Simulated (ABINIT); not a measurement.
**BiBr3 (Pm-3m): Raman and infrared activity**

Wanted: vibrational spectra of BiBr3 (Pm-3m) from linear and non-linear response.

Program: ABINIT 10.8.3. Level of theory: DFT LDA, scalar-relativistic, plane waves, HGH norm-conserving pseudopotentials. Results are calculated unless marked as measured.

The structure was built from a prototype and need not be the compound's stable phase.

### Step 1. Set-up

It takes space group Pm-3m (No. 221, cubic). Conventional cell: a = 5.801 Å, b = 5.801 Å, c = 5.801 Å, α = 90.00°, β = 90.00°, γ = 90.00°. Nearest to Bi lie 6 Br at 2.90 Å. Nearest to Br lie 2 Bi at 2.90 Å. Farther neighbours and most contacts between anions are not listed.

Structure file:

```cif
data_structure
_symmetry_space_group_name_H-M 'P 1'
_symmetry_Int_Tables_number 1
_cell_length_a 5.8006
_cell_length_b 5.8006
_cell_length_c 5.8006
_cell_angle_alpha 90.000
_cell_angle_beta 90.000
_cell_angle_gamma 90.000
_cell_volume 195.17
loop_
_atom_site_label
_atom_site_type_symbol
_atom_site_fract_x
_atom_site_fract_y
_atom_site_fract_z
_atom_site_occupancy
Bi1 Bi 0.00000 0.00000 0.00000 1
Br2 Br 0.50000 0.00000 0.00000 1
Br3 Br 0.00000 0.50000 0.00000 1
Br4 Br 0.00000 0.00000 0.50000 1
```

### Step 2. A probe with smearing

A first run with smearing and empty bands tells whether the crystal has a gap, which decides between fixed occupations and smearing later on.

probe.abi reads:

```
# ground state
tolvrs 1.0d-08
prtden 1
prtwf 1

# basis, mesh and filling
ecut 20.0
ixc 7
ngkpt 4 4 4
nshiftk 1
shiftk 0.0 0.0 0.0
istwfk *1
occopt 7
tsmear 0.005
nband 20
nstep 100
diemac 9.0
prtebands 0
prtgsr 0

# cell and atoms
acell 3*1.0 Angstrom
rprim 
    5.8006 0.0 0.0
    0.0 5.8006 0.0
    0.0 0.0 5.8006
ntypat 2
znucl 83 35
natom 4
typat 1 2 2 2
xred 
    0.0 0.0 0.0
    0.5 0.0 0.0
    0.0 0.5 0.0
    0.0 0.0 0.5
pp_dirpath "./pseudo"
pseudos "Bi.hgh, Br.hgh"
```

On the command line:

```sh
$ OMP_NUM_THREADS=1 mpirun -n 4 abinit probe.abi > probe.log
```

Numbers of over 12 decimals in the logs are rounded to 6 here.

probe.abo, the main output file:

```text
[banners, grids, parts of the stress and lines that vanish by symmetry left out]
- input  file    -> probe.abi
- output file    -> probe.abo
- root for input  files -> probei
[...]
Symmetries : space group Pm -3 m (#221); Bravais cP (primitive cubic)
[...]
mpw =        5656          nfft =      110592          nkpt =          10
[...]
== DATASET  1 ==================================================================
[...]
cutoff_energies: {ecut:  20.0, pawecutdg:  -1.0, }
[...]
Exchange-correlation functional for the present dataset will be:
  LDA: Perdew-Wang 92 LSD fit to Ceperley-Alder data - ixc=7
[...]
ETOT  1  -45.650241042449    -4.565E+01 1.409E-02 1.790E+03
 ETOT  2  -46.064768743979    -4.145E-01 5.747E-03 1.090E+02
 ETOT  3  -46.101816025523    -3.705E-02 9.546E-04 1.580E+01
 ETOT  4  -46.104287410526    -2.471E-03 3.061E-04 5.283E+00
 ETOT  5  -46.105221220826    -9.338E-04 2.157E-04 9.804E-01
[...]
ETOT  9  -46.105338484946    -2.534E-10 8.729E-05 2.244E-07
 ETOT 10  -46.105338484987    -4.049E-11 6.157E-05 3.299E-09
 At SCF step   10       vres2   =  3.30E-09 < tolvrs=  1.00E-08 =>converged.
[...]
sigma(1 1)=  1.26632020E-04  sigma(3 2)=  0.00000000E+00
  sigma(2 2)=  1.26632020E-04  sigma(3 1)=  0.00000000E+00
  sigma(3 3)=  1.26632020E-04  sigma(2 1)=  0.00000000E+00
[...]
convergence: {deltae: -4.049E-11, res2:  3.299E-09, residm:  6.157E-05, diffor: null, }
etotal    :  -4.61053385E+01
[...]
sigma(1 1)=  1.26632020E-04  sigma(3 2)=  0.00000000E+00
  sigma(2 2)=  1.26632020E-04  sigma(3 1)=  0.00000000E+00
  sigma(3 3)=  1.26632020E-04  sigma(2 1)=  0.00000000E+00
[...]
- sigma(1 1)=  3.72564265E+00  sigma(3 2)=  0.00000000E+00
- sigma(2 2)=  3.72564265E+00  sigma(3 1)=  0.00000000E+00
- sigma(3 3)=  3.72564265E+00  sigma(2 1)=  0.00000000E+00
[...]
fcart     -0.0000000000E+00 -0.0000000000E+00 -0.0000000000E+00
           strten      1.2663201994E-04  1.2663201994E-04  1.2663201994E-04
================================================================================

[key lines of the parts left out:]
pressure_GPa:  -3.7256E+00
```

Wall time 9.9 s (4 MPI ranks of Arm Neoverse V2, shared host).

Read from the output:

- volume per atom: 48.79 Å³
- pressure: -3.726 GPa
- gap on the k-mesh: 0.6849 eV

A gap of 0.68 eV opens on this mesh, so the crystal is taken as an insulator; the printed pressure holds the stress of the finite basis too.

### Step 3. Rough relaxation

The typed start is rough, so a first relaxation with smearing and loose thresholds takes it towards rest cheaply.

prerelax.abi reads:

```
# relaxation
ionmov 2
optcell 2
dilatmx 1.15
chkdilatmx 0
ntime 40
tolmxf 3.0d-04
tolvrs 1.0d-10
prtwf 0
prtden 0
chksymtnons 0

# basis, mesh and filling
ecut 21.0
ecutsm 3.0
ixc 7
ngkpt 4 4 4
nshiftk 1
shiftk 0.0 0.0 0.0
istwfk *1
occopt 7
tsmear 0.005
nband 20
nstep 100
diemac 9.0
prtebands 0
prtgsr 0

# cell and atoms
acell 3*1.0 Angstrom
rprim 
    5.8006 0.0 0.0
    0.0 5.8006 0.0
    0.0 0.0 5.8006
ntypat 2
znucl 83 35
natom 4
typat 1 2 2 2
xred 
    0.0 0.0 0.0
    0.5 0.0 0.0
    0.0 0.5 0.0
    0.0 0.0 0.5
pp_dirpath "./pseudo"
pseudos "Bi.hgh, Br.hgh"
```

On the command line:

```sh
$ OMP_NUM_THREADS=1 mpirun -n 4 abinit prerelax.abi > prerelax.log
```

prerelax.abo, the main output file:

```text
[banners, grids, parts of the stress and lines that vanish by symmetry left out]
- input  file    -> prerelax.abi
- output file    -> prerelax.abo
- root for input  files -> prerelaxi
[...]
Symmetries : space group Pm -3 m (#221); Bravais cP (primitive cubic)
[...]
mpw =        9328          nfft =      157464          nkpt =          10
[...]
== DATASET  1 ==================================================================
[...]
cutoff_energies: {ecut:  21.0, pawecutdg:  -1.0, }
[...]
Exchange-correlation functional for the present dataset will be:
  LDA: Perdew-Wang 92 LSD fit to Ceperley-Alder data - ixc=7
[...]
ETOT  1  -45.645281619876    -4.565E+01 1.295E-02 2.559E+03
 ETOT  2  -46.061815791258    -4.165E-01 2.370E-03 1.595E+02
 ETOT  3  -46.099863362127    -3.805E-02 8.057E-04 2.256E+01
 ETOT  4  -46.102377181012    -2.514E-03 3.106E-04 7.458E+00
[...]
ETOT  9  -46.108864142123     2.132E-14 6.547E-06 6.851E-11
 At SCF step    9       vres2   =  6.85E-11 < tolvrs=  1.00E-10 =>converged.
[...]
sigma(1 1)=  2.13093527E-06  sigma(3 2)=  0.00000000E+00
  sigma(2 2)=  2.13093527E-06  sigma(3 1)=  0.00000000E+00
  sigma(3 3)=  2.13093527E-06  sigma(2 1)=  0.00000000E+00
[...]
convergence: {deltae:  2.132E-14, res2:  6.851E-11, residm:  6.547E-06, diffor: null, }
etotal    :  -4.61088641E+01
[...]
At Broyd/MD step   4, gradients are converged :
[...]
sigma(1 1)=  2.13093527E-06  sigma(3 2)=  0.00000000E+00
  sigma(2 2)=  2.13093527E-06  sigma(3 1)=  0.00000000E+00
  sigma(3 3)=  2.13093527E-06  sigma(2 1)=  0.00000000E+00
[...]
- sigma(1 1)=  6.26942802E-02  sigma(3 2)=  0.00000000E+00
- sigma(2 2)=  6.26942802E-02  sigma(3 1)=  0.00000000E+00
- sigma(3 3)=  6.26942802E-02  sigma(2 1)=  0.00000000E+00
[...]
fcart     -0.0000000000E+00 -0.0000000000E+00 -0.0000000000E+00
           strten      2.1309352713E-06  2.1309352713E-06  2.1309352713E-06
================================================================================

[key lines of the parts left out:]
pressure_GPa:  -6.2694E-02
Total energy (etotal) [Ha]= -4.61088641421225E+01
```

Run time: 62 s. Hardware: 4 MPI ranks.

Step by step:

```
step  energy less that of the first step (eV)  largest force (eV/Å)  volume (Å³)
   1                                   0.0000                0.0000       195.17
   2                                  -0.0206                0.0000       193.75
   3                                  -0.1441                0.0000       174.37
   4                                  -0.1480                0.0000       177.42
```

```
conventional cell, symmetrised  before  after  change
                         a (Å)   5.801  5.619  -3.1 %
                         b (Å)   5.801  5.619  -3.1 %
                         c (Å)   5.801  5.619  -3.1 %
              volume (Å³/atom)   48.79  44.36  -9.1 %
```

The relaxed structure:

```cif
data_structure
_symmetry_space_group_name_H-M 'P 1'
_symmetry_Int_Tables_number 1
_cell_length_a 5.6191
_cell_length_b 5.6191
_cell_length_c 5.6191
_cell_angle_alpha 90.000
_cell_angle_beta 90.000
_cell_angle_gamma 90.000
_cell_volume 177.42
loop_
_atom_site_label
_atom_site_type_symbol
_atom_site_fract_x
_atom_site_fract_y
_atom_site_fract_z
_atom_site_occupancy
Bi1 Bi 0.00000 0.00000 0.00000 1
Br2 Br 0.50000 0.00000 0.00000 1
Br3 Br 0.00000 0.50000 0.00000 1
Br4 Br 0.00000 0.00000 0.50000 1
```

Numbers from this step:

```
volume per atom   : 44.36 Å³
pressure          : -0.06269 GPa
gap on the k-mesh : 0.4046 eV
```

The volume changes by -9.1 % in this run and stands -9.1 % from the first cell.

### Step 4. Relaxing the cell and atoms

The harmonic expansion needs vanishing forces, and a free crystal bears no stress, so cell and atoms are brought to rest. Stress is more sensitive to the basis than forces are: the last 3 Ha under the cutoff are smoothed with ecutsm, and the cutoff is raised above that of the later runs.

relax.abi reads:

```
# relaxation
ionmov 2
optcell 2
dilatmx 1.08
ntime 40
tolmxf 1.0d-05
tolvrs 1.0d-14
prtwf 0
prtden 0
chksymtnons 0

# basis, mesh and filling
ecut 26.0
ecutsm 3.0
ixc 7
ngkpt 4 4 4
nshiftk 1
shiftk 0.0 0.0 0.0
istwfk *1
occopt 1
nband 13
nstep 100
diemac 9.0
prtebands 0
prtgsr 0

# cell and atoms
acell 3*1.0 Angstrom
rprim 
    5.619134448 0.0 0.0
    0.0 5.619134448 0.0
    0.0 0.0 5.619134448
ntypat 2
znucl 83 35
natom 4
typat 1 2 2 2
xred 
    0.0 0.0 0.0
    0.5 0.0 0.0
    0.0 0.5 0.0
    0.0 0.0 0.5
pp_dirpath "./pseudo"
pseudos "Bi.hgh, Br.hgh"
```

On the command line:

```sh
$ OMP_NUM_THREADS=1 mpirun -n 4 abinit relax.abi > relax.log
```

relax.abo, the main output file:

```text
[banners, grids, parts of the stress and lines that vanish by symmetry left out]
- input  file    -> relax.abi
- output file    -> relax.abo
- root for input  files -> relaxi
[...]
Symmetries : space group Pm -3 m (#221); Bravais cP (primitive cubic)
[...]
mpw =        9627          nfft =      157464          nkpt =          10
[...]
== DATASET  1 ==================================================================
[...]
cutoff_energies: {ecut:  26.0, pawecutdg:  -1.0, }
[...]
Exchange-correlation functional for the present dataset will be:
  LDA: Perdew-Wang 92 LSD fit to Ceperley-Alder data - ixc=7
[...]
ETOT  1  -45.707437715031    -4.571E+01 6.020E-02 2.390E+03
 ETOT  2  -46.094923969364    -3.875E-01 3.926E-05 1.145E+02
 ETOT  3  -46.121425373528    -2.650E-02 5.079E-04 1.329E+01
 ETOT  4  -46.122695615719    -1.270E-03 6.033E-05 3.211E+00
 ETOT  5  -46.122977170448    -2.816E-04 6.483E-06 5.143E-01
[...]
At SCF step   24       vres2   =  7.84E-16 < tolvrs=  1.00E-14 =>converged.
[...]
sigma(1 1)=  2.88605457E-06  sigma(3 2)=  0.00000000E+00
  sigma(2 2)=  2.88605457E-06  sigma(3 1)=  0.00000000E+00
  sigma(3 3)=  2.88605457E-06  sigma(2 1)=  0.00000000E+00
[...]
convergence: {deltae:  3.695E-13, res2:  7.838E-16, residm:  4.741E-15, diffor: null, }
etotal    :  -4.61229884E+01
[...]
ETOT  1  -46.122988923166    -4.612E+01 5.552E-10 4.320E-03
[...]
At SCF step   10       vres2   =  3.62E-16 < tolvrs=  1.00E-14 =>converged.
[...]
sigma(1 1)=  2.61781624E-06  sigma(3 2)=  0.00000000E+00
  sigma(2 2)=  2.61781624E-06  sigma(3 1)=  0.00000000E+00
  sigma(3 3)=  2.61781624E-06  sigma(2 1)=  0.00000000E+00
[...]
convergence: {deltae: -1.201E-12, res2:  3.624E-16, residm:  1.534E-17, diffor: null, }
etotal    :  -4.61229892E+01
[...]
ETOT  1  -46.122966119720    -4.612E+01 7.253E-07 4.086E-01
[...]
ETOT 10  -46.122993163348    -1.442E-12 9.475E-18 4.410E-14
 ETOT 11  -46.122993163351    -2.665E-12 6.260E-19 1.384E-15
 At SCF step   11       vres2   =  1.38E-15 < tolvrs=  1.00E-14 =>converged.
[...]
sigma(1 1)= -8.26450017E-09  sigma(3 2)=  0.00000000E+00
  sigma(2 2)= -8.26450017E-09  sigma(3 1)=  0.00000000E+00
  sigma(3 3)= -8.26450017E-09  sigma(2 1)=  0.00000000E+00
[...]
convergence: {deltae: -2.665E-12, res2:  1.384E-15, residm:  6.260E-19, diffor: null, }
etotal    :  -4.61229932E+01
[...]
At Broyd/MD step   3, gradients are converged :
[...]
sigma(1 1)= -8.26450017E-09  sigma(3 2)=  0.00000000E+00
  sigma(2 2)= -8.26450017E-09  sigma(3 1)=  0.00000000E+00
  sigma(3 3)= -8.26450017E-09  sigma(2 1)=  0.00000000E+00
[...]
- sigma(1 1)= -2.43149990E-04  sigma(3 2)=  0.00000000E+00
- sigma(2 2)= -2.43149990E-04  sigma(3 1)=  0.00000000E+00
- sigma(3 3)= -2.43149990E-04  sigma(2 1)=  0.00000000E+00
[...]
fcart     -0.0000000000E+00 -0.0000000000E+00 -0.0000000000E+00
           strten     -8.2645001715E-09 -8.2645001715E-09 -8.2645001702E-09
================================================================================

[key lines of the parts left out:]
pressure_GPa:   2.4315E-04
Total energy (etotal) [Ha]= -4.61229931633510E+01
```

Wall time 45 s (4 MPI ranks).

Little changed from the start: no atom moved by 0.005 Å and no cell edge by 0.1 %.

Numbers from this step:

```
volume per atom : 44.23 Å³
pressure        : 2.43e-4 GPa
```

The volume changes by -0.3 % in this run and stands -9.3 % from the first cell.

### Step 5. Self-consistent run for the response

First-order wavefunctions inherit every error of the ground state, hence the very tight tolvrs. The mesh is shifted off Γ, since shifted meshes converge sums over the zone faster.

gs.abi reads:

```
# ground state
tolvrs 1.0d-16
prtden 1
prtwf 1

# basis, mesh and filling
ecut 20.0
ixc 7
ngkpt 4 4 4
nshiftk 1
shiftk 0.5 0.5 0.5
istwfk *1
occopt 1
nband 13
nstep 100
diemac 9.0
prtebands 0
prtgsr 0

# cell and atoms
acell 3*1.0 Angstrom
rprim 
    5.613913142 0.0 0.0
    0.0 5.613913142 0.0
    0.0 0.0 5.613913142
ntypat 2
znucl 83 35
natom 4
typat 1 2 2 2
xred 
    0.0 0.0 0.0
    0.5 0.0 0.0
    0.0 0.5 0.0
    0.0 0.0 0.5
pp_dirpath "./pseudo"
pseudos "Bi.hgh, Br.hgh"
```

On the command line:

```sh
$ OMP_NUM_THREADS=1 mpirun -n 4 abinit gs.abi > gs.log
```

gs.abo, the main output file:

```text
[banners, grids, parts of the stress and lines that vanish by symmetry left out]
- input  file    -> gs.abi
- output file    -> gs.abo
- root for input  files -> gsi
[...]
Symmetries : space group Pm -3 m (#221); Bravais cP (primitive cubic)
[...]
mpw =        5106          nfft =       91125          nkpt =           4
[...]
== DATASET  1 ==================================================================
[...]
cutoff_energies: {ecut:  20.0, pawecutdg:  -1.0, }
[...]
Exchange-correlation functional for the present dataset will be:
  LDA: Perdew-Wang 92 LSD fit to Ceperley-Alder data - ixc=7
[...]
ETOT  1  -45.699975437253    -4.570E+01 3.977E-02 1.371E+03
 ETOT  2  -46.088009135540    -3.880E-01 1.020E-04 6.934E+01
 ETOT  3  -46.115952341447    -2.794E-02 5.285E-04 7.024E+00
 ETOT  4  -46.117102350736    -1.150E-03 4.131E-05 1.394E+00
 ETOT  5  -46.117264101153    -1.618E-04 5.222E-06 1.833E-01
[...]
ETOT 13  -46.117279719952    -2.920E-12 3.529E-19 8.087E-16
 ETOT 14  -46.117279719947     5.691E-12 1.518E-20 4.033E-17
 At SCF step   14       vres2   =  4.03E-17 < tolvrs=  1.00E-16 =>converged.
[...]
sigma(1 1)=  6.65410875E-05  sigma(3 2)=  0.00000000E+00
  sigma(2 2)=  6.65410875E-05  sigma(3 1)=  0.00000000E+00
  sigma(3 3)=  6.65410875E-05  sigma(2 1)=  0.00000000E+00
[...]
convergence: {deltae:  5.691E-12, res2:  4.033E-17, residm:  1.518E-20, diffor: null, }
etotal    :  -4.61172797E+01
[...]
sigma(1 1)=  6.65410875E-05  sigma(3 2)=  0.00000000E+00
  sigma(2 2)=  6.65410875E-05  sigma(3 1)=  0.00000000E+00
  sigma(3 3)=  6.65410875E-05  sigma(2 1)=  0.00000000E+00
[...]
- sigma(1 1)=  1.95770639E+00  sigma(3 2)=  0.00000000E+00
- sigma(2 2)=  1.95770639E+00  sigma(3 1)=  0.00000000E+00
- sigma(3 3)=  1.95770639E+00  sigma(2 1)=  0.00000000E+00
[...]
fcart     -0.0000000000E+00 -0.0000000000E+00 -0.0000000000E+00
           strten      6.6541087545E-05  6.6541087545E-05  6.6541087545E-05
================================================================================

[key lines of the parts left out:]
pressure_GPa:  -1.9577E+00
```

Elapsed: 3.6 s, on 4 MPI ranks.

Read from the output:

| Quantity | Value |
| --- | --- |
| pressure | -1.958 GPa |

The cell stands at -2.0 GPa: the relaxation ran with a smoothed and higher cutoff and on another k mesh.

### Step 6. Empty bands

Empty bands on the ground state's density check that the gap assumed so far is there in this cell.

gap.abi reads:

```
# empty bands on the ground state's density
iscf -2
getden_filepath "gso_DEN"
tolwfr 1.0d-12
nbdbuf 2
prtwf 0

# basis, mesh and filling
ecut 20.0
ixc 7
ngkpt 4 4 4
nshiftk 1
shiftk 0.0 0.0 0.0
istwfk *1
occopt 1
nband 17
nstep 100
diemac 9.0
prtebands 0
prtgsr 0

# cell and atoms
acell 3*1.0 Angstrom
rprim 
    5.613913142 0.0 0.0
    0.0 5.613913142 0.0
    0.0 0.0 5.613913142
ntypat 2
znucl 83 35
natom 4
typat 1 2 2 2
xred 
    0.0 0.0 0.0
    0.5 0.0 0.0
    0.0 0.5 0.0
    0.0 0.0 0.5
pp_dirpath "./pseudo"
pseudos "Bi.hgh, Br.hgh"
```

On the command line:

```sh
$ OMP_NUM_THREADS=1 mpirun -n 4 abinit gap.abi > gap.log
```

gap.abo, the main output file:

```text
[banners, grids, parts of the stress and lines that vanish by symmetry left out]
- input  file    -> gap.abi
- output file    -> gap.abo
- root for input  files -> gapi
[...]
Symmetries : space group Pm -3 m (#221); Bravais cP (primitive cubic)
[...]
mpw =        5137          nfft =       91125          nkpt =          10
[...]
== DATASET  1 ==================================================================
[...]
cutoff_energies: {ecut:  20.0, pawecutdg:  -1.0, }
[...]
Exchange-correlation functional for the present dataset will be:
  LDA: Perdew-Wang 92 LSD fit to Ceperley-Alder data - ixc=7
[...]
-outvars: echo values of variables after computation
            acell      1.8897261259E+00  1.8897261259E+00  1.8897261259E+00 Bohr
================================================================================
```

It took 5.6 s on 4 MPI ranks; 22 s of CPU time.

Numbers from this step:

```yaml
gap_on_the_k_mesh: 0.4316 eV
```

In this cell the gap on the mesh is 0.43 eV, direct, so fixed occupations hold.

[end of part 1 of 2]

[Host names and launcher messages were left out of these logs when they were recorded.]

[Logs are printed without paths, hosts, clocks, repeated set-up lines and the standing remarks that a program may print on its own settings, such as how far it seeks lower states.]

[Hosts, paths, dates, database ids (printed as entryN), source tags and the programs' standing remarks are cut or masked in the printed files.]
